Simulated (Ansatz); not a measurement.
# Dielectric function and optical constants of RbZnCl3 (model structure)

Aim: the dielectric function of RbZnCl3 (model structure), and the optical constants that follow from it. The cell was made here by substitution or stacking, whether or not such a phase is known. It was built so: All Cd replaced by Zn and Cs replaced by Rb in the Pm-3m structure of CsCdCl3.

Main program and level: Ansatz 0.2.0; DFT, PBE, plane-wave PAW, default files, scalar-relativistic, independent-particle optical response without local fields.

## (1) Set-up

The structure is cubic, space group Pm-3m (No. 221). Conventional cell: a = 4.890 Å, b = 4.890 Å, c = 4.890 Å, α = 90.00°, β = 90.00°, γ = 90.00°. Rb has 12 Cl at 3.46 Å nearest. Nearest to Zn lie 6 Cl at 2.44 Å. Cl has 2 Zn at 2.44 Å and 4 Rb at 3.46 Å nearest. All Cd replaced by Zn and Cs replaced by Rb in the Pm-3m structure of CsCdCl3. Farther neighbours and most contacts between anions are not listed.

## (2) Relaxation

Spectra hang on bond lengths, so the cell is first brought to its minimum.

This step: DFT, PBE, plane-wave PAW, default files, scalar-relativistic, relaxation (Ansatz 0.2.0).

The input, input.yaml:

```yaml
crystal:
  lattice:
    - [4.88979827, 0.0, 0.0]
    - [0.0, 4.88979827, 0.0]
    - [0.0, 0.0, 4.88979827]
  atoms:
    - { symbol: Rb, position: [0.0, 0.0, 0.0] }
    - { symbol: Zn, position: [0.5, 0.5, 0.5] }
    - { symbol: Cl, position: [0.5, 0.5, 0.0] }
    - { symbol: Cl, position: [0.5, 0.0, 0.5] }
    - { symbol: Cl, position: [0.0, 0.5, 0.5] }
kpoints:
  mp_grid: { grid: [5, 5, 5] }
scf:
  occupations: { method: fermi_dirac, width: 0.05 }
hamiltonian:
  xc: pbe
  pseudopotentials: { kind: paw }
output:
  forces: true
  stress: true
relax:
  f_tol: 0.02
  max_steps: 50
  cell: {}
```

The run is started by

```
> ansatz run input.yaml --threads 2 --pin off --max-ram 5120MiB --backend cpu --events-out ev --progress --plain --runs-dir out
```

Numbers of over 12 decimals in the logs are rounded to 6 here.

The log of the run:

```text
Engine: ansatz 0.2.0, x86_64-unknown-linux-gnu
Pseudopotentials: kind: paw
Pseudopotential: Rb, paw, valence charge 9, recommended cutoff 420 eV (normal), Rb.paw.azcp
Pseudopotential: Zn, paw, valence charge 12, recommended cutoff 420 eV (normal), Zn.paw.azcp
Pseudopotential: Cl, paw, valence charge 7, recommended cutoff 420 eV (normal), Cl.paw.azcp
Functional definition: PBE
  parameter kappa = 0.804
  parameter beta = 0.066725
  exchange = pbe_x(kappa = kappa, mu = beta*pi^2/3)
  correlation = pbe_c(beta = beta)
Crystal: 5 atoms, lattice volume = 116.916 Å³
Basis set: ecut = 420 eV, 2301 PW (Γ), exchange–correlation on 72×72×72 points (8 copies of the dense FFT grid, shifted against one another)
Bands: 26, of which v1, the nominal top of the filled ones, is band 21 counted from 1 (20 counted from 0)
Symmetry: 48 space group operations
Space group: Pm-3m (ITA 221), of the structure as read, at distance tolerance 4.9e-5 Å
k-points: 10 of 125
Non-local potential: Rb, projectors of the file, l = 0: 3, l = 1: 2, l = 2: 2
Non-local potential: Zn, projectors of the file, l = 0: 2, l = 1: 2, l = 2: 3, l = 3: 1
Non-local potential: Cl, projectors of the file, l = 0: 2, l = 1: 2, l = 2: 2
PAW form: soft (Blöchl's): semilocal exchange-correlation on the pseudo side does not see the compensation charge
PAW one-centre angular grid: Rb, 110 points (default); XC on 64 Gauss nodes
PAW one-centre angular grid: Zn, 590 points (default); XC on 64 Gauss nodes
PAW one-centre angular grid: Cl, 110 points (default); XC on 64 Gauss nodes
Initial density: superposition of atomic densities (neutral atoms: chi_scale 0, normalization atom), corrected by the library's trained network
Initial wavefunctions: pseudopotential atomic-orbital guess
Functional: x = pbe(κ = 0.804, μ = 0.219515), c = pbe(β = 0.066725)
SCF iter   1: F=—  HF=-9831.917234 eV  |F-HF|=—  |Δ(HF+E_count)|=         —  Δρ=4.41e-4  dr2=1.19e-4  ethr=1.77e-3  ⟨swp⟩=8.7  Hψ=1397  notcnv=0
preconditioner: auto → Resta (q_TF=auto, 2.300 Å⁻¹)  ε∞=3.9  [insulator: Δε(μ)=1.702 eV  Ē_g=12.653 eV  σ=0.050 eV  W_gap=1.00  n_scr=26 (ndim 8)  ℏωp=21.7 eV  f_vac=0.024  D(μ)=0.00/eV (n_scr^D=0)  ε∞_Penn≈3.9]
SCF iter   2: F=—  HF=-9831.917352 eV  |F-HF|=—  |Δ(HF+E_count)|=   1.18e-4  Δρ=2.42e-4  dr2=6.43e-5  ethr=2.83e-7  ⟨swp⟩=3.1  Hψ=656  notcnv=0
SCF iter   3: F=—  HF=-9831.917295 eV  |F-HF|=—  |Δ(HF+E_count)|=   5.75e-5  Δρ=7.84e-5  dr2=5.35e-6  ethr=1.53e-7  ⟨swp⟩=2.0  Hψ=436  notcnv=0
SCF iter   4: F=—  HF=-9831.917295 eV  |F-HF|=—  |Δ(HF+E_count)|=   5.66e-7  Δρ=2.37e-5  dr2=5.08e-7  ethr=1.27e-8  ⟨swp⟩=2.3  Hψ=396  notcnv=0
iter 5 did not close the SCF: its close was put off for the readings that it lacked (scf_convergence_deferred on its scf_iter line)
SCF iter   5: F=-9831.917295 eV  HF=-9831.917295 eV  |F-HF|=7.69e-8  |Δ(HF+E_count)|=   7.41e-9  Δρ=8.76e-6  dr2=9.75e-8  ethr=1.21e-9  ⟨swp⟩=2.1  Hψ=362  notcnv=0
SCF iter   6: F=-9831.917295 eV  HF=-9831.917295 eV  |F-HF|=6.82e-8  |Δ(HF+E_count)|=   4.56e-9  Δρ=8.43e-6  dr2=4.21e-8  ethr=2.32e-10  ⟨swp⟩=2.9  Hψ=975  notcnv=0
SCF 1 converged in 6 iterations: F = -9831.917295 eV  dr2 = 4.21e-8
  greatest PAW one-centre occupation: 0.988 electrons in one spin orbital (limit 2), on the Zn atom at site 1 (counted from 0), in its partial waves of l = 2
relax step   1: F+E_penalty+E_count = -9831.91729502 eV  Δ(F+E_penalty+E_count) = +0.000e0 eV  max|allowed force component| = 7.229e-29 eV/Å  Δτ_max = 0.0000 Å  P = +2.976 GPa  Ω = 116.916 Å³  (6 SCF iters, dr2 threshold 1.00e-7 eV, accepted)
Crystal: 5 atoms, lattice volume = 122.216 Å³
Basis set: ecut = 420 eV, 2373 PW (Γ), exchange–correlation on 72×72×72 points (8 copies of the dense FFT grid, shifted against one another)
Initial density: handed on by an earlier stage of this run
Initial wavefunctions: those handed on with the density
iter 1 solved again at ethr=1.06e-5 eV; its pass at ethr=3.10e-3 eV (dr2=4.47e-3 eV) is discarded
SCF iter   1: F=—  HF=-9831.983065 eV  |F-HF|=—  |Δ(HF+E_count)|=         —  Δρ=1.51e-3  dr2=4.23e-3  ethr=1.06e-5  ⟨swp⟩=1.1  Hψ=1427  notcnv=0
preconditioner: auto → Resta (q_TF=auto, 2.283 Å⁻¹)  ε∞=3.9  [insulator: Δε(μ)=1.592 eV  Ē_g=12.465 eV  σ=0.050 eV  W_gap=1.00  n_scr=26 (ndim 8)  ℏωp=21.2 eV  f_vac=0.027  D(μ)=0.00/eV (n_scr^D=0)  ε∞_Penn≈3.9]
SCF iter   2: F=—  HF=-9831.981705 eV  |F-HF|=—  |Δ(HF+E_count)|=   1.36e-3  Δρ=7.46e-4  dr2=1.01e-3  ethr=1.01e-5  ⟨swp⟩=2.2  Hψ=359  notcnv=0
SCF iter   3: F=—  HF=-9831.981375 eV  |F-HF|=—  |Δ(HF+E_count)|=   3.30e-4  Δρ=4.21e-4  dr2=4.20e-4  ethr=2.40e-6  ⟨swp⟩=2.0  Hψ=339  notcnv=0
SCF iter   4: F=—  HF=-9831.981222 eV  |F-HF|=—  |Δ(HF+E_count)|=   1.54e-4  Δρ=1.85e-4  dr2=4.13e-5  ethr=1.00e-6  ⟨swp⟩=2.0  Hψ=388  notcnv=0
SCF iter   5: F=—  HF=-9831.981221 eV  |F-HF|=—  |Δ(HF+E_count)|=   6.16e-7  Δρ=2.90e-5  dr2=1.04e-6  ethr=9.83e-8  ⟨swp⟩=2.3  Hψ=430  notcnv=0
SCF iter   6: F=-9831.981222 eV  HF=-9831.981222 eV  |F-HF|=5.96e-8  |Δ(HF+E_count)|=   6.64e-7  Δρ=9.40e-6  dr2=6.02e-8  ethr=1.19e-9  ⟨swp⟩=4.8  Hψ=977  notcnv=0
SCF 2 converged in 6 iterations: F = -9831.981222 eV  dr2 = 6.02e-8
relax step   2: F+E_penalty+E_count = -9831.98122166 eV  Δ(F+E_penalty+E_count) = -6.393e-2 eV  max|allowed force component| = 2.722e-30 eV/Å  Δτ_max = 0.0000 Å  P = +1.020 GPa  Ω = 122.216 Å³  energy of the carried Pulay correction = -8.706e-4 eV  (6 SCF iters, dr2 threshold 5.00e-7 eV, accepted)
Crystal: 5 atoms, lattice volume = 125.176 Å³
Basis set: ecut = 420 eV, 2469 PW (Γ), exchange–correlation on 72×72×72 points (8 copies of the dense FFT grid, shifted against one another)
iter 1 solved again at ethr=3.06e-6 eV; its pass at ethr=3.10e-3 eV (dr2=1.29e-3 eV) is discarded
SCF iter   1: F=—  HF=-9831.991695 eV  |F-HF|=—  |Δ(HF+E_count)|=         —  Δρ=8.33e-4  dr2=1.32e-3  ethr=3.06e-6  ⟨swp⟩=1.5  Hψ=1450  notcnv=0
preconditioner: auto → Resta (q_TF=auto, 2.274 Å⁻¹)  ε∞=3.9  [insulator: Δε(μ)=1.498 eV  Ē_g=12.386 eV  σ=0.050 eV  W_gap=1.00  n_scr=26 (ndim 8)  ℏωp=21.0 eV  f_vac=0.027  D(μ)=0.00/eV (n_scr^D=0)  ε∞_Penn≈3.9]
SCF iter   2: F=—  HF=-9831.991268 eV  |F-HF|=—  |Δ(HF+E_count)|=   4.27e-4  Δρ=3.98e-4  dr2=3.03e-4  ethr=3.06e-6  ⟨swp⟩=2.2  Hψ=365  notcnv=0
SCF iter   3: F=—  HF=-9831.991127 eV  |F-HF|=—  |Δ(HF+E_count)|=   1.42e-4  Δρ=2.31e-4  dr2=1.34e-4  ethr=7.22e-7  ⟨swp⟩=2.2  Hψ=362  notcnv=0
SCF iter   4: F=—  HF=-9831.991086 eV  |F-HF|=—  |Δ(HF+E_count)|=   4.08e-5  Δρ=9.70e-5  dr2=1.24e-5  ethr=3.20e-7  ⟨swp⟩=2.1  Hψ=388  notcnv=0
SCF iter   5: F=-9831.991086 eV  HF=-9831.991086 eV  |F-HF|=1.24e-7  |Δ(HF+E_count)|=   2.04e-7  Δρ=1.51e-5  dr2=3.16e-7  ethr=1.19e-9  ⟨swp⟩=4.1  Hψ=1297  notcnv=0
SCF 3 converged in 5 iterations: F = -9831.991086 eV  dr2 = 3.16e-7
relax step   3: F+E_penalty+E_count = -9831.99108576 eV  Δ(F+E_penalty+E_count) = -9.864e-3 eV  max|allowed force component| = 1.754e-29 eV/Å  Δτ_max = 0.0000 Å  P = +0.118 GPa  Ω = 125.176 Å³  energy of the carried Pulay correction = -1.340e-3 eV  (5 SCF iters, dr2 threshold 5.00e-7 eV, accepted)
[...]
relax step   4: F+E_penalty+E_count = -9831.99117853 eV  Δ(F+E_penalty+E_count) = -9.277e-5 eV  max|allowed force component| = 8.007e-30 eV/Å  Δτ_max = 0.0000 Å  P = +0.006 GPa  Ω = 125.575 Å³  energy of the carried Pulay correction = -1.403e-3 eV  (5 SCF iters, dr2 threshold 3.50e-8 eV, accepted)
Initial wavefunctions: pseudopotential atomic-orbital guess (no wavefunctions were taken with the density)
iter 1 solved again at ethr=1.84e-7 eV; its pass at ethr=3.10e-3 eV (dr2=7.74e-5 eV) is discarded
SCF iter   1: F=—  HF=-9831.988779 eV  |F-HF|=—  |Δ(HF+E_count)|=         —  Δρ=3.30e-4  dr2=4.62e-6  ethr=1.84e-7  ⟨swp⟩=4.0  Hψ=2090  notcnv=0
preconditioner: auto → Resta (q_TF=auto, 2.273 Å⁻¹)  ε∞=3.9  [insulator: Δε(μ)=1.471 eV  Ē_g=12.385 eV  σ=0.050 eV  W_gap=1.00  n_scr=26 (ndim 8)  ℏωp=21.0 eV  f_vac=0.027  D(μ)=0.00/eV (n_scr^D=0)  ε∞_Penn≈3.9]
SCF iter   2: F=—  HF=-9831.991607 eV  |F-HF|=—  |Δ(HF+E_count)|=   2.83e-3  Δρ=1.91e-4  dr2=7.02e-6  ethr=1.10e-8  ⟨swp⟩=2.0  Hψ=456  notcnv=0
SCF iter   3: F=—  HF=-9831.992398 eV  |F-HF|=—  |Δ(HF+E_count)|=   7.91e-4  Δρ=7.19e-5  dr2=2.97e-7  ethr=1.10e-8  ⟨swp⟩=2.0  Hψ=362  notcnv=0
SCF iter   4: F=—  HF=-9831.992581 eV  |F-HF|=—  |Δ(HF+E_count)|=   1.83e-4  Δρ=3.71e-6  dr2=8.46e-9  ethr=7.07e-10  ⟨swp⟩=2.0  Hψ=453  notcnv=0
SCF iter   5: F=—  HF=-9831.992581 eV  |F-HF|=—  |Δ(HF+E_count)|=   7.39e-8  Δρ=1.71e-6  dr2=9.92e-10  ethr=2.01e-11  ⟨swp⟩=2.0  Hψ=439  notcnv=0
SCF iter   6: F=—  HF=-9831.992581 eV  |F-HF|=—  |Δ(HF+E_count)|=   2.96e-8  Δρ=7.88e-7  dr2=3.17e-10  ethr=2.36e-12  ⟨swp⟩=2.0  Hψ=414  notcnv=0
SCF iter   7: F=-9831.992581 eV  HF=-9831.992581 eV  |F-HF|=6.73e-11  |Δ(HF+E_count)|=   1.75e-8  Δρ=1.07e-7  dr2=3.00e-11  ethr=1.00e-12  ⟨swp⟩=3.0  Hψ=1154  notcnv=0
SCF 5 converged in 7 iterations: F = -9831.992581 eV  dr2 = 3.00e-11
relax step   5: F+E_penalty+E_count = -9831.99258103 eV  Δ(F+E_penalty+E_count) = -1.403e-3 eV  max|allowed force component| = 1.063e-29 eV/Å  Δτ_max = 0.0000 Å  P = +0.005 GPa  Ω = 125.575 Å³  stress off target by 5.40e-3 GPa  SCF on the basis re-selected at this cell (its energy is not comparable with the rows above)  (7 SCF iters)
basis re-selected at this cell: Δ(F+E_penalty+E_count) = -1.403e-3 eV, ΔP = -0.001 GPa vs the last step (what re-selecting the basis moved, of the pressure what is left beyond the Pulay correction that the steps carried, after the strain that the cell walked since its last selection, with what the two solves' SCF thresholds leave and, on support functions, any second-order correction that the steps lacked; it is no m [...]
SCF converged after 7 iterations
Free energy (F): -9831.992581 eV
Harris-Foulkes:  -9831.992581 eV  (|F-HF|=6.73e-11)
Internal energy: -9831.992581 eV  (E = F + TS)
E sigma→0 (E₀):  -9831.992581 eV
Entropy (-TS):   -0.000000 eV (-0.000 meV/atom)
Fermi energy:    3.661943 eV
--- Per-component energies (eV) ---
  E_band       = -132.737399
  E_kinetic    = 806.833015
  E_local      = -3371.155289  (includes V_loc(G=0)·N_el)
  E_nonlocal   = 878.109059
  E_hartree    = 1270.790819
  E_xc         = -588.188618
  E_vxc        = -553.803731  (∫ρ·V_xc dr)
  E_paw        = -6429.476240  (= ΣΔE_a)
  E_vpaw       = -434.302126  (= ΣTr[D̂ρ^β])
  E_aug_tail   = -0.000108  (compensation charges beyond the density's cutoff)
  E_ewald      = -2398.905220
  E_smearing   = -0.000000  (= −TS)
  E_closure    = -0.000000  (closes the sum)
  Σ components = -9831.992581   (vs F -9831.992581, Δ=0.00e0)
--- Forces (eV/Å), atoms counted from 1 ---
  atom   1  Rb     0.00000000     0.00000000     0.00000000
  atom   2  Zn    -0.00000000     0.00000000     0.00000000
  atom   3  Cl     0.00000000    -0.00000000     0.00000000
  atom   4  Cl     0.00000000     0.00000000    -0.00000000
  atom   5  Cl    -0.00000000     0.00000000    -0.00000000
  max |Σ_I F_I| component: 1.52e-29 eV/Å
--- Stress (GPa, compression-positive) ---
        0.005403      -0.000000       0.000000
       -0.000000       0.005403      -0.000000
        0.000000      -0.000000       0.005403
  P = ⅓ Tr σ = 0.0054 GPa (0.054 kbar)
--- Relaxed structure (4 steps of the walk, 4 accepted, 1 SCFs on fresh bases) ---
  F+E_penalty+E_count = -9831.99258103 eV   max|allowed force component| = 1.063e-29 eV/Å   (the final SCF, on the basis selected at the relaxed cell)
  cell:  # Å, volume = 125.5748 Å³
    - [5.007653, 0, 0]
    - [0, 5.007653, 0]
    - [0, 0, 5.007653]
  atoms:
    - { symbol: Rb, position: [0, 0, 0] }
    - { symbol: Zn, position: [0.5, 0.5, 0.5] }
    - { symbol: Cl, position: [0.5, 0.5, 0] }
    - { symbol: Cl, position: [0.5, 0, 0.5] }
    - { symbol: Cl, position: [0, 0.5, 0.5] }
```

Wall time 4.3 s (2 threads of Intel Xeon Platinum 8488C (Sapphire Rapids), shared host); peak memory 0.44 GiB.

Relaxation path:

```csv
step,energy less that of the first step (eV),largest force component (eV/Å),pressure (GPa),volume (Å³)
1,0.0000,0.0000,2.98,116.92
2,-0.0639,0.0000,1.02,122.22
3,-0.0738,0.0000,0.12,125.18
4,-0.0739,0.0000,0.01,125.57
5*,-0.0753,0.0000,0.01,125.57
```

Relaxation steps marked * repeat the geometry before them on a plane-wave basis chosen anew for their cell, so energy and pressure can jump there.

Forces are held to the 48 operations that the run works with; a distortion that breaks them can't arise in this run.

```csv
"conventional cell, symmetrised",before,after,change
a (Å),4.890,5.008,+2.4 %
b (Å),4.890,5.008,+2.4 %
c (Å),4.890,5.008,+2.4 %
volume (Å³/atom),23.38,25.11,+7.4 %
```

The relaxed structure:

```cif
data_structure
_symmetry_space_group_name_H-M 'P 1'
_symmetry_Int_Tables_number 1
_cell_length_a 5.0077
_cell_length_b 5.0077
_cell_length_c 5.0077
_cell_angle_alpha 90.000
_cell_angle_beta 90.000
_cell_angle_gamma 90.000
_cell_volume 125.57
loop_
_atom_site_label
_atom_site_type_symbol
_atom_site_fract_x
_atom_site_fract_y
_atom_site_fract_z
_atom_site_occupancy
Rb1 Rb 0.00000 0.00000 0.00000 1
Zn2 Zn 0.50000 0.50000 0.50000 1
Cl3 Cl 0.50000 0.50000 0.00000 1
Cl4 Cl 0.50000 0.00000 0.50000 1
Cl5 Cl 0.00000 0.50000 0.50000 1
```

The relaxation ends with a pressure of 0.01 GPa.

## (3) Ground state and bands

First the ground state: is it a metal or has it a gap?

This step: DFT, PBE, plane-wave PAW, default files, scalar-relativistic, ground state (Ansatz 0.2.0).

The input, input.yaml:

```yaml
crystal:
  lattice:
    - [5.0076525969, 0.0, 0.0]
    - [0.0, 5.0076525969, 0.0]
    - [0.0, 0.0, 5.0076525969]
  atoms:
    - { symbol: Rb, position: [0.0, 0.0, 0.0] }
    - { symbol: Zn, position: [0.5, 0.5, 0.5] }
    - { symbol: Cl, position: [0.5, 0.5, 0.0] }
    - { symbol: Cl, position: [0.5, 0.0, 0.5] }
    - { symbol: Cl, position: [0.0, 0.5, 0.5] }
kpoints:
  mp_grid: { grid: [5, 5, 5] }
  band_path:
    path:
      - [[0.0, 0.0, 0.0], [0.0, 0.5, 0.0], [0.5, 0.5, 0.0], [0.0, 0.0, 0.0], [0.5, 0.5, 0.5], [0.0, 0.5, 0.0]]
      - [[0.5, 0.5, 0.0], [0.5, 0.5, 0.5]]
    npoints: 11
scf:
  occupations: { method: fermi_dirac, width: 0.05 }
  n_extra_bands: 9
hamiltonian:
  xc: pbe
  pseudopotentials: { kind: paw }
output:
  forces: true
  stress: true
  populations: true
  write_bands: true
  write_density: true
  write_potential: true
  elf: true
  volumetric_format: npy
```

The log of the run:

```text
[...]
Crystal: 5 atoms, lattice volume = 125.575 Å³
Basis set: ecut = 420 eV, 2517 PW (Γ), exchange–correlation on 72×72×72 points (8 copies of the dense FFT grid, shifted against one another)
Bands: 30, of which v1, the nominal top of the filled ones, is band 21 counted from 1 (20 counted from 0)
Symmetry: 48 space group operations
[...]
k-points: 10 of 125
[...]
SCF iter   1: F=—  HF=-9831.992546 eV  |F-HF|=—  |Δ(HF+E_count)|=         —  Δρ=4.16e-4  dr2=1.12e-4  ethr=1.77e-3  ⟨swp⟩=8.1  Hψ=1545  notcnv=0  defer=4
[...]
SCF iter   6: F=-9831.992581 eV  HF=-9831.992581 eV  |F-HF|=6.95e-9  |Δ(HF+E_count)|=   1.15e-7  Δρ=2.53e-6  dr2=9.80e-9  ethr=2.12e-10  ⟨swp⟩=11.5  Hψ=2169  notcnv=0
SCF 1 converged in 6 iterations: F = -9831.992581 eV  dr2 = 9.80e-9
[...]
NSCF: frozen V_eff on 68 k-points
SCF converged after 6 iterations
Free energy (F): -9831.992581 eV
[...]
Internal energy: -9831.992581 eV  (E = F + TS)
E sigma→0 (E₀):  -9831.992581 eV
Entropy (-TS):   -0.000000 eV (-0.000 meV/atom)
Fermi energy:    3.661920 eV
[...]
--- Stress (GPa, compression-positive) ---
        0.005349       0.000000      -0.000000
        0.000000       0.005349       0.000000
        0.000000       0.000000       0.005349
  P = ⅓ Tr σ = 0.0053 GPa (0.053 kbar)
--- Band table (eV; the first three rows and the last of 10) ---
  k-point 0: bands = [... 17 lower, 2.1790, 2.4909, 2.4909, 2.4909, 4.2994, 8.7403, 9.8601, 9.8601, ... 5 higher]
  k-point 1: bands = [... 17 lower, 2.1199, 2.1199, 2.4175, 2.4175, 5.1759, 9.2558, 10.1981, 10.2925, ... 5 higher]
  k-point 2: bands = [... 17 lower, 2.0155, 2.0155, 2.3063, 2.3063, 6.7367, 10.3274, 10.9251, 11.1599, ... 5 higher]
  k-point 9: bands = [... 17 lower, 2.4512, 2.8181, 2.8181, 2.8279, 8.6651, 9.6703, 9.6703, 10.3807, ... 5 higher]
--- Löwdin populations: 5 sites ---
  site symbol       q [e]
     0     Rb      8.2622
     1     Zn     10.6357
     2     Cl      7.6294
     3     Cl      7.6294
     4     Cl      7.6294
  spilling = 0.005094 (of n_electrons = 42.000000)
```

The job ended after 3.1 s (2 threads; peak memory 0.47 GiB; 6 s of CPU time).

This step gave:

* free energy: -9831.9926 eV
* Fermi energy: 3.662 eV
* gap by band count: 1.471 eV
* electrons: 42
* symmetry operations: 48
* pressure: 0.005349 GPa
* volume: 125.6 Å³
* gap on the path: 1.393 eV
* least direct gap on the path: 1.809 eV

There is a gap, 1.39 eV on the path, so no carriers' term is needed. The cell is left with a pressure of 0.0 GPa after its relaxation.

Electronic bands along the path, in eV, zero at the Fermi level; v1 is the highest filled band, c1 the lowest empty one:

```csv
point,v4,v3,v2,v1,c1,c2,c3,c4
Γ,-1.48,-1.17,-1.17,-1.17,0.64,5.08,6.20,6.20
0.45 of the way,-1.56,-1.56,-1.26,-1.26,1.72,5.73,6.63,6.74
X,-1.67,-1.67,-1.37,-1.37,3.44,6.87,7.45,7.62
0.55 of the way,-1.73,-1.59,-1.20,-1.04,4.08,6.95,7.57,7.91
M,-1.78,-1.78,-0.90,-0.78,5.26,6.57,6.57,8.16
0.55 of the way,-1.62,-1.40,-1.38,-1.05,2.39,6.24,7.01,7.12
Γ,-1.48,-1.17,-1.17,-1.17,0.64,5.08,6.20,6.20
0.55 of the way,-1.99,-1.09,-1.01,-1.01,3.47,6.73,7.31,7.31
R,-0.89,-0.76,-0.76,-0.76,5.49,5.49,5.49,6.46
0.45 of the way,-1.33,-1.15,-1.05,-0.97,4.47,6.33,7.19,7.23
X,-1.67,-1.67,-1.37,-1.37,3.44,6.87,7.45,7.62
jump to M,-1.78,-1.78,-0.90,-0.78,5.26,6.57,6.57,8.16
0.45 of the way,-1.19,-1.19,-0.90,-0.77,5.41,6.08,6.08,7.20
R,-0.89,-0.76,-0.76,-0.76,5.49,5.49,5.49,6.46
```

Electrostatic potential energy in the ac plane at fractional y = 0.500, with atoms of Zn and Cl within 0.2 Å of it. With pseudopotentials it is smooth inside the atoms' cores, unlike the true potential.

Ten even steps from '0' (-46 eV) to '9' (9 eV), each cell a mean:
```
99998400169999
99999743589999
99999988899999
99999988899999
67999765689986
13798522368851
00587310258830
01687411268840
35898643579974
89999877899998
99999988999999
99999865799999
99999510379999
99998300169999
```
Atoms in or near the plane, at fractional coordinates: Zn at (0.50, 0.50), Cl at (0.50, 0.00), Cl at (0.00, 0.50).

Valence density in the ac plane at fractional y = 0.500, with atoms of Zn and Cl within 0.2 Å of it. It is the smooth field of the valence electrons, not physical close to the nuclei.

Ten steps, logarithmic in the rise over the least value, from '0' (0 e/Å³) to '9' (33 e/Å³), each cell a mean:
```
00002333321000
00001233320000
00000122110000
11000011100001
32100122100122
33211256411133
13311489621233
33211378521233
33210134210123
21100011100012
00000111100000
00001223210000
00001333321000
00002331331000
```
Atoms in or near the plane, at fractional coordinates: Zn at (0.50, 0.50), Cl at (0.50, 0.00), Cl at (0.00, 0.50).

[end of part 1 of 2]

[Logs are printed without paths, hosts, clocks, repeated set-up lines and the standing remarks that a program may print on its own settings, such as how far it seeks lower states.]

[Hosts, paths, dates, database ids (printed as entryN), source tags and the programs' standing remarks are cut or masked in the printed files.]
